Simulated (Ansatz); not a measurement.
# H on Ta(110): change of the work function

How does H on the hollow site change the work function of Ta(110) as the layer fills?

Calculated with Ansatz 0.2.0; plane-wave DFT, PBE, Ansatz PAW.

**1. The structure**

The cell holds 4 atoms: 4 Ta. Its edges and angles: a = 2.867 Å, b = 2.867 Å, c = 25.022 Å, α = 90.0°, β = 90.0°, γ = 70.5°. Vacuum lies along c.

Coordinates:

```cif
data_structure
_symmetry_space_group_name_H-M 'P 1'
_symmetry_Int_Tables_number 1
_cell_length_a 2.8665
_cell_length_b 2.8665
_cell_length_c 25.0216
_cell_angle_alpha 90.000
_cell_angle_beta 90.000
_cell_angle_gamma 70.529
_cell_volume 193.85
loop_
_atom_site_label
_atom_site_type_symbol
_atom_site_fract_x
_atom_site_fract_y
_atom_site_fract_z
_atom_site_occupancy
Ta1 Ta 0.00000 0.00000 0.35969 1
Ta2 Ta 0.50000 0.50000 0.45323 1
Ta3 Ta 0.00000 0.00000 0.54677 1
Ta4 Ta 0.50000 0.50000 0.64031 1
```

**2. The clean slab**

The bare slab comes first, as the zero from which every change is counted. The two lowest layers are held at bulk places and the upper ones relax. The dipole correction removes the false field that a one-sided slab makes across the periodic vacuum, so each face gets a flat vacuum level of its own.

Contents of input.yaml:

```yaml
crystal:
  lattice:
    - [2.3405234457, -1.655, 0.0]
    - [2.3405234457, 1.655, 0.0]
    - [0.0, 0.0, 25.0215703372]
  atoms:
    - { symbol: Ta, position: [0.0, 0.0, 0.3596896549] }
    - { symbol: Ta, position: [0.5, 0.5, 0.453229885] }
    - { symbol: Ta, position: [0.0, 0.0, 0.546770115] }
    - { symbol: Ta, position: [0.5, 0.5, 0.6403103451] }
kpoints:
  mp_grid: { grid: [12, 12, 1] }
hamiltonian:
  xc: pbe
scf:
  occupations: { method: fermi_dirac, width: 0.1 }
  convergence: { dr2_threshold: 1.0e-08 }
efield:
  axis: 3
  dipole_correction: true
  ramp_position: 0.97
  ramp_width: 0.06
relax:
  f_tol: 0.02
  max_steps: 60
  constraints: [{ sites: [0, 1] }]
output:
  write_potential: true
  write_density: true
  volumetric_format: npy
```

On the command line:

```console
$ ansatz run input.yaml --threads 4 --pin off --max-ram 6144MiB --backend cpu --events-out ev --progress --plain --runs-dir out
```

Numbers of over 12 decimals in the logs are rounded to 6 here.

Output:

```text
Engine: ansatz 0.2.0, x86_64-unknown-linux-gnu
Pseudopotentials: kind: paw
Pseudopotential: Ta, paw, valence charge 13, recommended cutoff 420 eV (normal), Ta.paw.azcp
Functional definition: PBE
  parameter kappa = 0.804
  parameter beta = 0.066725
  exchange = pbe_x(kappa = kappa, mu = beta*pi^2/3)
  correlation = pbe_c(beta = beta)
Crystal: 4 atoms, lattice volume = 193.845 Å³
Basis set: ecut = 420 eV, 3793 PW (Γ), exchange–correlation on 40×40×360 points (8 copies of the dense FFT grid, shifted against one another)
Bands: 32, of which v1, the nominal top of the filled ones, is band 26 counted from 1 (25 counted from 0)
Symmetry: 4 space group operations
k-points: 43 of 144
Non-local potential: Ta, projectors of the file, l = 0: 3, l = 1: 2, l = 2: 2, l = 3: 1
PAW form: soft (Blöchl's): semilocal exchange-correlation on the pseudo side does not see the compensation charge
PAW one-centre angular grid: Ta, 590 points (default); XC on 64 Gauss nodes
Initial density: superposition of atomic densities (neutral atoms: chi_scale 0, normalization atom), corrected by the library's trained network
Initial wavefunctions: pseudopotential atomic-orbital guess
Functional: x = pbe(κ = 0.804, μ = 0.219515), c = pbe(β = 0.066725)
SCF iter   1: F=—  HF=-39726.805781 eV  |F-HF|=—  |Δ(HF+E_count)|=         —  Δρ=5.76e-3  dr2=1.31e0  ethr=1.77e-3  p=0.000 e·Å  D=1.48e-13 V/Å  ΔV_dip=-0.00 eV  dr2_dipole=3.97e-7  V_vac-E_F(+/−)=4.99/4.99 eV  ⟨swp⟩=7.2  Hψ=6700  notcnv=0
efield: sawtooth ramp at fractional position 0.9700 (set: `efield.ramp_position`, or a place that a band, a saddle search or an elastic batch's reference lends), width 0.0600; the density the first Hamiltonian is built on has a dipole p = 0.000 e·Å; the dipole correction subtracts the counter field D = 1.48e-13 V/Å, which shifts the + side's vacuum level by -0.00 eV against the − side's; the planar-averaged density in the ramp window peaks in size at 1.7e-5 e/Å³
preconditioner: auto → LDOS  [metal: Δε(μ)=0.027 eV  Ē_g=3.845 eV  σ=0.100 eV  W_gap=0.07  n_scr=16 (ndim 8)  ℏωp=11.9 eV  f_vac=0.544  D(μ)=5.69/eV (n_scr^D=18)  β→1.0]
SCF iter   2: F=—  HF=-39726.762829 eV  |F-HF|=—  |Δ(HF+E_count)|=   4.30e-2  Δρ=1.63e-3  dr2=8.36e-3  ethr=1.77e-3  p=0.000 e·Å  D=1.67e-5 V/Å  ΔV_dip=-0.00 eV  dr2_dipole=3.15e-7  V_vac-E_F(+/−)=4.81/4.81 eV  ⟨swp⟩=1.4  Hψ=1741  notcnv=0
SCF iter   3: F=—  HF=-39726.763829 eV  |F-HF|=—  |Δ(HF+E_count)|=   9.99e-4  Δρ=5.10e-4  dr2=2.77e-3  ethr=1.61e-5  p=0.000 e·Å  D=3.06e-6 V/Å  ΔV_dip=-0.00 eV  dr2_dipole=3.36e-9  V_vac-E_F(+/−)=4.83/4.83 eV  ⟨swp⟩=2.9  Hψ=2823  notcnv=0
SCF iter   4: F=—  HF=-39726.763794 eV  |F-HF|=—  |Δ(HF+E_count)|=   3.53e-5  Δρ=1.73e-4  dr2=1.10e-4  ethr=5.34e-6  p=0.000 e·Å  D=2.16e-6 V/Å  ΔV_dip=-0.00 eV  dr2_dipole=3.47e-12  V_vac-E_F(+/−)=4.82/4.82 eV  ⟨swp⟩=2.3  Hψ=2226  notcnv=0
SCF iter   5: F=—  HF=-39726.763803 eV  |F-HF|=—  |Δ(HF+E_count)|=   9.70e-6  Δρ=5.33e-5  dr2=4.45e-6  ethr=2.12e-7  p=0.000 e·Å  D=1.35e-6 V/Å  ΔV_dip=-0.00 eV  dr2_dipole=4.13e-11  V_vac-E_F(+/−)=4.81/4.81 eV  ⟨swp⟩=2.5  Hψ=2216  notcnv=0
SCF iter   6: F=—  HF=-39726.763676 eV  |F-HF|=—  |Δ(HF+E_count)|=   1.27e-4  Δρ=2.05e-5  dr2=1.62e-6  ethr=8.57e-9  p=0.000 e·Å  D=6.92e-7 V/Å  ΔV_dip=-0.00 eV  dr2_dipole=3.70e-13  V_vac-E_F(+/−)=4.81/4.81 eV  ⟨swp⟩=2.7  Hψ=2519  notcnv=0
SCF iter   7: F=—  HF=-39726.763677 eV  |F-HF|=—  |Δ(HF+E_count)|=   4.16e-7  Δρ=5.04e-6  dr2=4.42e-8  ethr=3.12e-9  p=0.000 e·Å  D=3.02e-7 V/Å  ΔV_dip=-0.00 eV  dr2_dipole=2.41e-12  V_vac-E_F(+/−)=4.81/4.81 eV  ⟨swp⟩=2.7  Hψ=2586  notcnv=0
SCF iter   8: F=-39726.763677 eV  HF=-39726.763677 eV  |F-HF|=1.95e-8  |Δ(HF+E_count)|=   7.50e-8  Δρ=1.58e-6  dr2=3.85e-9  ethr=1.92e-11  p=0.000 e·Å  D=1.31e-7 V/Å  ΔV_dip=-0.00 eV  dr2_dipole=1.16e-13  V_vac-E_F(+/−)=4.81/4.81 eV  ⟨swp⟩=10.9  Hψ=10426  notcnv=0
SCF 1 converged in 8 iterations: F = -39726.763677 eV  dr2 = 3.85e-9
  greatest PAW one-centre occupation: 0.999 electrons in one spin orbital (limit 2), on the Ta atom at site 0 (counted from 0), in its partial waves of l = 0
relax step   1: F+E_penalty+E_count = -39726.76367691 eV  Δ(F+E_penalty+E_count) = +0.000e0 eV  max|allowed force component| = 4.148e-1 eV/Å  Δτ_max = 0.0000 Å  (8 SCF iters, accepted)
Initial density: handed on by an earlier stage of this run
Initial wavefunctions: those handed on with the density
iter 1 solved again at ethr=2.39e-3 eV; its pass at ethr=3.10e-3 eV (dr2=1.24e0 eV) is discarded
SCF iter   1: F=—  HF=-39726.839724 eV  |F-HF|=—  |Δ(HF+E_count)|=         —  Δρ=9.90e-3  dr2=1.15e0  ethr=2.39e-3  p=0.000 e·Å  D=1.07e-6 V/Å  ΔV_dip=-0.00 eV  dr2_dipole=5.18e-3  V_vac-E_F(+/−)=4.85/4.85 eV  ⟨swp⟩=1.1  Hψ=5524  notcnv=0
efield: sawtooth ramp at fractional position 0.9700 (set: `efield.ramp_position`, or a place that a band, a saddle search or an elastic batch's reference lends), width 0.0600; the density the first Hamiltonian is built on has a dipole p = 0.000 e·Å; the dipole correction subtracts the counter field D = 1.07e-6 V/Å, which shifts the + side's vacuum level by -0.00 eV against the − side's; the planar-averaged density in the ramp window peaks in size at 9.3e-6 e/Å³
preconditioner: auto → LDOS  [metal: Δε(μ)=0.002 eV  Ē_g=3.957 eV  σ=0.100 eV  W_gap=0.00  n_scr=16 (ndim 8)  ℏωp=11.9 eV  f_vac=0.555  D(μ)=5.52/eV (n_scr^D=18)  β→1.0]
SCF iter   2: F=—  HF=-39726.769061 eV  |F-HF|=—  |Δ(HF+E_count)|=   7.07e-2  Δρ=5.59e-3  dr2=2.66e-1  ethr=2.21e-3  p=0.012 e·Å  D=1.12e-2 V/Å  ΔV_dip=-0.28 eV  dr2_dipole=6.71e-3  V_vac-E_F(+/−)=4.53/4.81 eV  ⟨swp⟩=3.0  Hψ=2184  notcnv=0
SCF iter   3: F=—  HF=-39726.745759 eV  |F-HF|=—  |Δ(HF+E_count)|=   2.33e-2  Δρ=1.82e-3  dr2=2.99e-2  ethr=5.11e-4  p=0.006 e·Å  D=5.53e-3 V/Å  ΔV_dip=-0.14 eV  dr2_dipole=1.11e-3  V_vac-E_F(+/−)=4.69/4.83 eV  ⟨swp⟩=3.1  Hψ=2953  notcnv=0
SCF iter   4: F=—  HF=-39726.742034 eV  |F-HF|=—  |Δ(HF+E_count)|=   3.73e-3  Δρ=4.37e-4  dr2=8.85e-4  ethr=5.74e-5  p=0.006 e·Å  D=5.97e-3 V/Å  ΔV_dip=-0.15 eV  dr2_dipole=2.49e-5  V_vac-E_F(+/−)=4.67/4.82 eV  ⟨swp⟩=2.3  Hψ=2120  notcnv=0
SCF iter   5: F=—  HF=-39726.742230 eV  |F-HF|=—  |Δ(HF+E_count)|=   1.97e-4  Δρ=1.47e-4  dr2=1.02e-4  ethr=1.70e-6  p=0.006 e·Å  D=5.82e-3 V/Å  ΔV_dip=-0.15 eV  dr2_dipole=1.04e-5  V_vac-E_F(+/−)=4.68/4.82 eV  ⟨swp⟩=2.2  Hψ=2055  notcnv=0
SCF iter   6: F=—  HF=-39726.742258 eV  |F-HF|=—  |Δ(HF+E_count)|=   2.78e-5  Δρ=4.67e-5  dr2=2.46e-5  ethr=1.96e-7  p=0.006 e·Å  D=5.53e-3 V/Å  ΔV_dip=-0.14 eV  dr2_dipole=6.37e-6  V_vac-E_F(+/−)=4.68/4.82 eV  ⟨swp⟩=2.4  Hψ=2093  notcnv=0
SCF iter   7: F=—  HF=-39726.742249 eV  |F-HF|=—  |Δ(HF+E_count)|=   9.06e-6  Δρ=1.67e-5  dr2=2.37e-6  ethr=4.73e-8  p=0.006 e·Å  D=5.42e-3 V/Å  ΔV_dip=-0.14 eV  dr2_dipole=1.75e-8  V_vac-E_F(+/−)=4.69/4.82 eV  ⟨swp⟩=2.3  Hψ=1815  notcnv=0
SCF iter   8: F=—  HF=-39726.742124 eV  |F-HF|=—  |Δ(HF+E_count)|=   1.25e-4  Δρ=4.56e-6  dr2=6.53e-8  ethr=4.55e-9  p=0.006 e·Å  D=5.34e-3 V/Å  ΔV_dip=-0.13 eV  dr2_dipole=2.51e-9  V_vac-E_F(+/−)=4.69/4.82 eV  ⟨swp⟩=2.0  Hψ=1829  notcnv=0
SCF iter   9: F=—  HF=-39726.742124 eV  |F-HF|=—  |Δ(HF+E_count)|=   6.06e-8  Δρ=1.58e-6  dr2=1.94e-8  ethr=1.92e-11  p=0.006 e·Å  D=5.32e-3 V/Å  ΔV_dip=-0.13 eV  dr2_dipole=5.13e-9  V_vac-E_F(+/−)=4.69/4.82 eV  ⟨swp⟩=11.3  Hψ=10969  notcnv=0
SCF iter  10: F=-39726.742124 eV  HF=-39726.742124 eV  |F-HF|=1.83e-9  |Δ(HF+E_count)|=   1.36e-8  Δρ=5.89e-7  dr2=1.35e-9  ethr=1.92e-11  p=0.006 e·Å  D=5.31e-3 V/Å  ΔV_dip=-0.13 eV  dr2_dipole=4.45e-10  V_vac-E_F(+/−)=4.69/4.82 eV  ⟨swp⟩=10.0  Hψ=9397  notcnv=0
SCF 2 converged in 10 iterations: F = -39726.742124 eV  dr2 = 1.35e-9
  greatest PAW one-centre occupation: 1.000 electrons in one spin orbital (limit 2), on the Ta atom at site 3 (counted from 0), in its partial waves of l = 0
relax step   2: F+E_penalty+E_count = -39726.74212440 eV  Δ(F+E_penalty+E_count) = +2.155e-2 eV  max|allowed force component| = 7.793e-1 eV/Å  Δτ_max = 0.1926 Å  (10 SCF iters, rejected (line search))
iter 1 solved again at ethr=8.38e-4 eV; its pass at ethr=3.10e-3 eV (dr2=4.36e-1 eV) is discarded
SCF iter   1: F=—  HF=-39726.815846 eV  |F-HF|=—  |Δ(HF+E_count)|=         —  Δρ=5.63e-3  dr2=4.24e-1  ethr=8.38e-4  p=0.006 e·Å  D=5.31e-3 V/Å  ΔV_dip=-0.13 eV  dr2_dipole=4.73e-3  V_vac-E_F(+/−)=4.67/4.80 eV  ⟨swp⟩=1.2  Hψ=4821  notcnv=0
efield: sawtooth ramp at fractional position 0.9700 (set: `efield.ramp_position`, or a place that a band, a saddle search or an elastic batch's reference lends), width 0.0600; the density the first Hamiltonian is built on has a dipole p = 0.006 e·Å; the dipole correction subtracts the counter field D = 5.31e-3 V/Å, which shifts the + side's vacuum level by -0.13 eV against the − side's; the planar-averaged density in the ramp window peaks in size at 5.6e-6 e/Å³
preconditioner: auto → LDOS  [metal: Δε(μ)=0.011 eV  Ē_g=3.847 eV  σ=0.100 eV  W_gap=0.03  n_scr=16 (ndim 8)  ℏωp=11.9 eV  f_vac=0.548  D(μ)=5.97/eV (n_scr^D=30)  β→1.0]
SCF iter   2: F=—  HF=-39726.790123 eV  |F-HF|=—  |Δ(HF+E_count)|=   2.57e-2  Δρ=3.00e-3  dr2=5.27e-2  ethr=8.15e-4  p=-0.002 e·Å  D=-1.66e-3 V/Å  ΔV_dip=0.04 eV  dr2_dipole=2.68e-3  V_vac-E_F(+/−)=4.86/4.82 eV  ⟨swp⟩=2.7  Hψ=2118  notcnv=0
SCF iter   3: F=—  HF=-39726.784844 eV  |F-HF|=—  |Δ(HF+E_count)|=   5.28e-3  Δρ=1.14e-3  dr2=1.41e-2  ethr=1.01e-4  p=0.002 e·Å  D=2.13e-3 V/Å  ΔV_dip=-0.05 eV  dr2_dipole=1.26e-3  V_vac-E_F(+/−)=4.77/4.82 eV  ⟨swp⟩=2.8  Hψ=2591  notcnv=0
SCF iter   4: F=—  HF=-39726.783327 eV  |F-HF|=—  |Δ(HF+E_count)|=   1.52e-3  Δρ=3.41e-4  dr2=1.45e-3  ethr=2.72e-5  p=0.002 e·Å  D=1.77e-3 V/Å  ΔV_dip=-0.04 eV  dr2_dipole=2.49e-4  V_vac-E_F(+/−)=4.77/4.82 eV  ⟨swp⟩=2.0  Hψ=1772  notcnv=0
SCF iter   5: F=—  HF=-39726.783267 eV  |F-HF|=—  |Δ(HF+E_count)|=   6.02e-5  Δρ=1.01e-4  dr2=7.32e-5  ethr=2.78e-6  p=0.002 e·Å  D=1.73e-3 V/Å  ΔV_dip=-0.04 eV  dr2_dipole=4.36e-6  V_vac-E_F(+/−)=4.77/4.82 eV  ⟨swp⟩=2.1  Hψ=1774  notcnv=0
SCF iter   6: F=—  HF=-39726.783246 eV  |F-HF|=—  |Δ(HF+E_count)|=   2.06e-5  Δρ=2.91e-5  dr2=2.16e-6  ethr=1.41e-7  p=0.002 e·Å  D=1.85e-3 V/Å  ΔV_dip=-0.05 eV  dr2_dipole=9.83e-8  V_vac-E_F(+/−)=4.77/4.82 eV  ⟨swp⟩=2.8  Hψ=2503  notcnv=0
SCF iter   7: F=—  HF=-39726.783127 eV  |F-HF|=—  |Δ(HF+E_count)|=   1.19e-4  Δρ=1.01e-5  dr2=3.49e-7  ethr=4.15e-9  p=0.002 e·Å  D=1.92e-3 V/Å  ΔV_dip=-0.05 eV  dr2_dipole=1.10e-8  V_vac-E_F(+/−)=4.77/4.82 eV  ⟨swp⟩=2.3  Hψ=2302  notcnv=0
SCF iter   8: F=—  HF=-39726.783127 eV  |F-HF|=—  |Δ(HF+E_count)|=   2.34e-7  Δρ=2.98e-6  dr2=4.09e-8  ethr=6.70e-10  p=0.002 e·Å  D=1.98e-3 V/Å  ΔV_dip=-0.05 eV  dr2_dipole=1.03e-10  V_vac-E_F(+/−)=4.77/4.82 eV  ⟨swp⟩=2.3  Hψ=2070  notcnv=0
SCF iter   9: F=-39726.783127 eV  HF=-39726.783127 eV  |F-HF|=3.33e-9  |Δ(HF+E_count)|=   3.84e-8  Δρ=1.03e-6  dr2=5.51e-9  ethr=1.92e-11  p=0.002 e·Å  D=1.99e-3 V/Å  ΔV_dip=-0.05 eV  dr2_dipole=6.08e-10  V_vac-E_F(+/−)=4.77/4.82 eV  ⟨swp⟩=10.8  Hψ=10451  notcnv=0
SCF 3 converged in 9 iterations: F = -39726.783127 eV  dr2 = 5.51e-9
relax step   3: F+E_penalty+E_count = -39726.78312741 eV  Δ(F+E_penalty+E_count) = -1.945e-2 eV  max|allowed force component| = 1.779e-2 eV/Å  Δτ_max = 0.0888 Å  (9 SCF iters, accepted)
NSCF: frozen V_eff on 43 k-points
the band table was solved once a step of the walk had ended and its energy, with any forces and stress, was formed, with the checks that follow a solve (7261 applications of the Hamiltonian). They found nothing against the state; the energy, forces and stress were not computed again (output.eigenvalues in the input reference)
WARN: The output density's exchange-correlation potential varies sharply where the density is thin. Do not read a vacuum level from v_tot or v_xc, or from such a field of the output density. On a cell that repeats whose density bears no net charge and no dipole along the vacuum's axis use v_es (v_loc + v_h of the components); under efield.dipole_correction with no amplitude use v_es + v_field, which holds any externa [...]
SCF converged after 9 iterations
Free energy (F): -39726.783127 eV
Harris-Foulkes:  -39726.783127 eV  (|F-HF|=3.33e-9)
Internal energy: -39726.594280 eV  (E = F + TS)
E sigma→0 (E₀):  -39726.688704 eV
Entropy (-TS):   -0.188848 eV (-47.212 meV/atom)
Fermi energy:    4.106388 eV
Dipole field:    D = 0.002028 V/Å  (p = 0.002172 e·Å, saw-weighted, corrected)
Work function:   Φ+ = 4.7668 eV   Φ− = 4.8176 eV
Levels:          The Fermi level and band energies are counted from a zero that moves with the ramp; work functions are not
--- Per-component energies (eV) ---
  E_band       = -1175.816872
  E_kinetic    = 1457.922002
  E_local      = -55624.544053  (includes V_loc(G=0)·N_el)
  E_nonlocal   = 59.651063
  E_hartree    = 27096.645873
  E_xc         = -870.143283
  E_vxc        = -811.251715  (∫ρ·V_xc dr)
  E_paw        = -33585.914433  (= ΣΔE_a)
  E_vpaw       = -450.895849  (= ΣTr[D̂ρ^β])
  E_aug_tail   = 0.000571  (compensation charges beyond the density's cutoff)
  E_efield     = 0.000002  (sawtooth field / dipole correction)
  E_vefield    = 0.002281  (∫n·V_field dr)
  E_ewald      = 21739.787978
  E_smearing   = -0.188848  (= −TS)
  E_closure    = 0.000000  (closes the sum)
  Σ components = -39726.783127   (vs F -39726.783127, Δ=0.00e0)
--- Forces (eV/Å), atoms counted from 1 ---
  atom   1  Ta     0.00000000     0.00000000     0.43128874
  atom   2  Ta     0.00000000     0.00000000    -0.43322346
  atom   3  Ta     0.00000000     0.00000000    -0.01585237
  atom   4  Ta     0.00000000     0.00000000     0.01778524
  max |Σ_I F_I| component: 1.84e-6 eV/Å
--- Band table (eV; the first three rows and the last of 43) ---
  k-point 0: bands = [... 22 lower, 3.5859, 3.8018, 3.9092, 4.4738, 4.5203, 4.6621, 5.1191, 5.3470, ... 2 higher]
  k-point 1: bands = [... 22 lower, 3.5025, 3.7840, 3.9078, 4.2606, 4.4534, 4.7338, 5.0508, 5.2065, ... 2 higher]
  k-point 2: bands = [... 22 lower, 3.3305, 3.6231, 3.8165, 3.9022, 4.1304, 4.4107, 5.2264, 5.4658, ... 2 higher]
  k-point 42: bands = [... 22 lower, 2.9030, 3.3565, 4.2352, 5.6752, 5.9858, 6.4812, 6.5254, 6.5718, ... 2 higher]
--- Relaxed structure (3 steps of the walk, 2 accepted, 0 SCFs on fresh bases) ---
  F+E_penalty+E_count = -39726.78312741 eV   max|allowed force component| = 1.779e-2 eV/Å
  atoms:
    - { symbol: Ta, position: [0.0, 0.0, 0.3596896549] }
    - { symbol: Ta, position: [0.5, 0.5, 0.453230] }
    - { symbol: Ta, position: [0.0, 0.0, 0.546866] }
    - { symbol: Ta, position: [0.5, 0.5, 0.636762] }
```

It took 9.6 s on 4 threads of Intel Xeon 6975P-C (Granite Rapids), shared host; peak memory 0.63 GiB; 36 s of CPU time.

Relaxation path:

```
step  energy less that of the first step (eV)  largest force component (eV/Å)
   1                                   0.0000                          0.4148
   2                                   0.0216                          0.7793
   3                                  -0.0194                          0.0178
```

Relaxation step 2 was tried and not accepted.

Forces are held to the 4 operations that the run works with; a distortion that breaks them can't arise in this run.

The atoms that moved most (Å):

```
atom     dx     dy      dz  length
 Ta4  0.000  0.000  -0.089   0.089
```

Numbers from this step:

```
energy at zero smearing        : -39726.6887 eV
work function, upper face      : 4.767 eV
work function, lower face      : 4.818 eV
dipole along the normal        : 0.002172 e·Å
step between the vacuum levels : -0.05074 eV
```

Running mean over 2.341 Å of the planar mean; the ramp of the sawtooth is left out. Table of electron's electrostatic potential energy less the Fermi level by z:

```
z (Å)  electron's electrostatic potential energy less the Fermi level (eV)
  3.5                                                                 4.82
  4.0                                                                 4.82
  4.5                                                                 4.81
  5.0                                                                 4.80
  5.5                                                                 4.76
  6.0                                                                 4.62
  6.5                                                                 4.21
  7.0                                                                 2.96
  7.5                                                               -0.234
  8.0                                                                -5.19
  8.5                                                                -8.90
  9.0                                                                -10.1
  9.5                                                                -10.1
 10.0                                                                -10.0
 10.5                                                               -10.00
 11.0                                                                -9.98
 11.5                                                                -9.97
 12.0                                                                -9.96
 12.5                                                                -9.95
 13.0                                                                -9.96
 13.5                                                                -10.0
 14.0                                                                -10.3
 14.5                                                                -10.7
 15.0                                                                -10.9
 15.5                                                                -10.5
 16.0                                                                -10.1
 16.5                                                                -8.57
 17.0                                                                -4.55
 17.5                                                                0.305
 18.0                                                                 3.18
 18.5                                                                 4.25
 19.0                                                                 4.60
 19.5                                                                 4.72
 20.0                                                                 4.75
 20.5                                                                 4.76
 21.0                                                                 4.77
 21.5                                                                 4.77
```

The relaxation took 3 steps and lowered the energy by 0.019 eV; the largest force on the free atoms ends at 0.018 eV/Å.

The work function of the upper face is 4.77 eV.

(Part 1 of 3 ends here.)

[Logs are printed without paths, hosts, clocks, repeated set-up lines and the standing remarks that a program may print on its own settings, such as how far it seeks lower states.]

[Hosts, paths, dates, database ids (printed as entryN), source tags and the programs' standing remarks are cut or masked in the printed files.]

[Maps of the electrostatic potential energy from Ansatz leave out the sawtooth potential of an applied field or a dipole correction, so their vacuum need not be flat; planar profiles and work functions include it.]
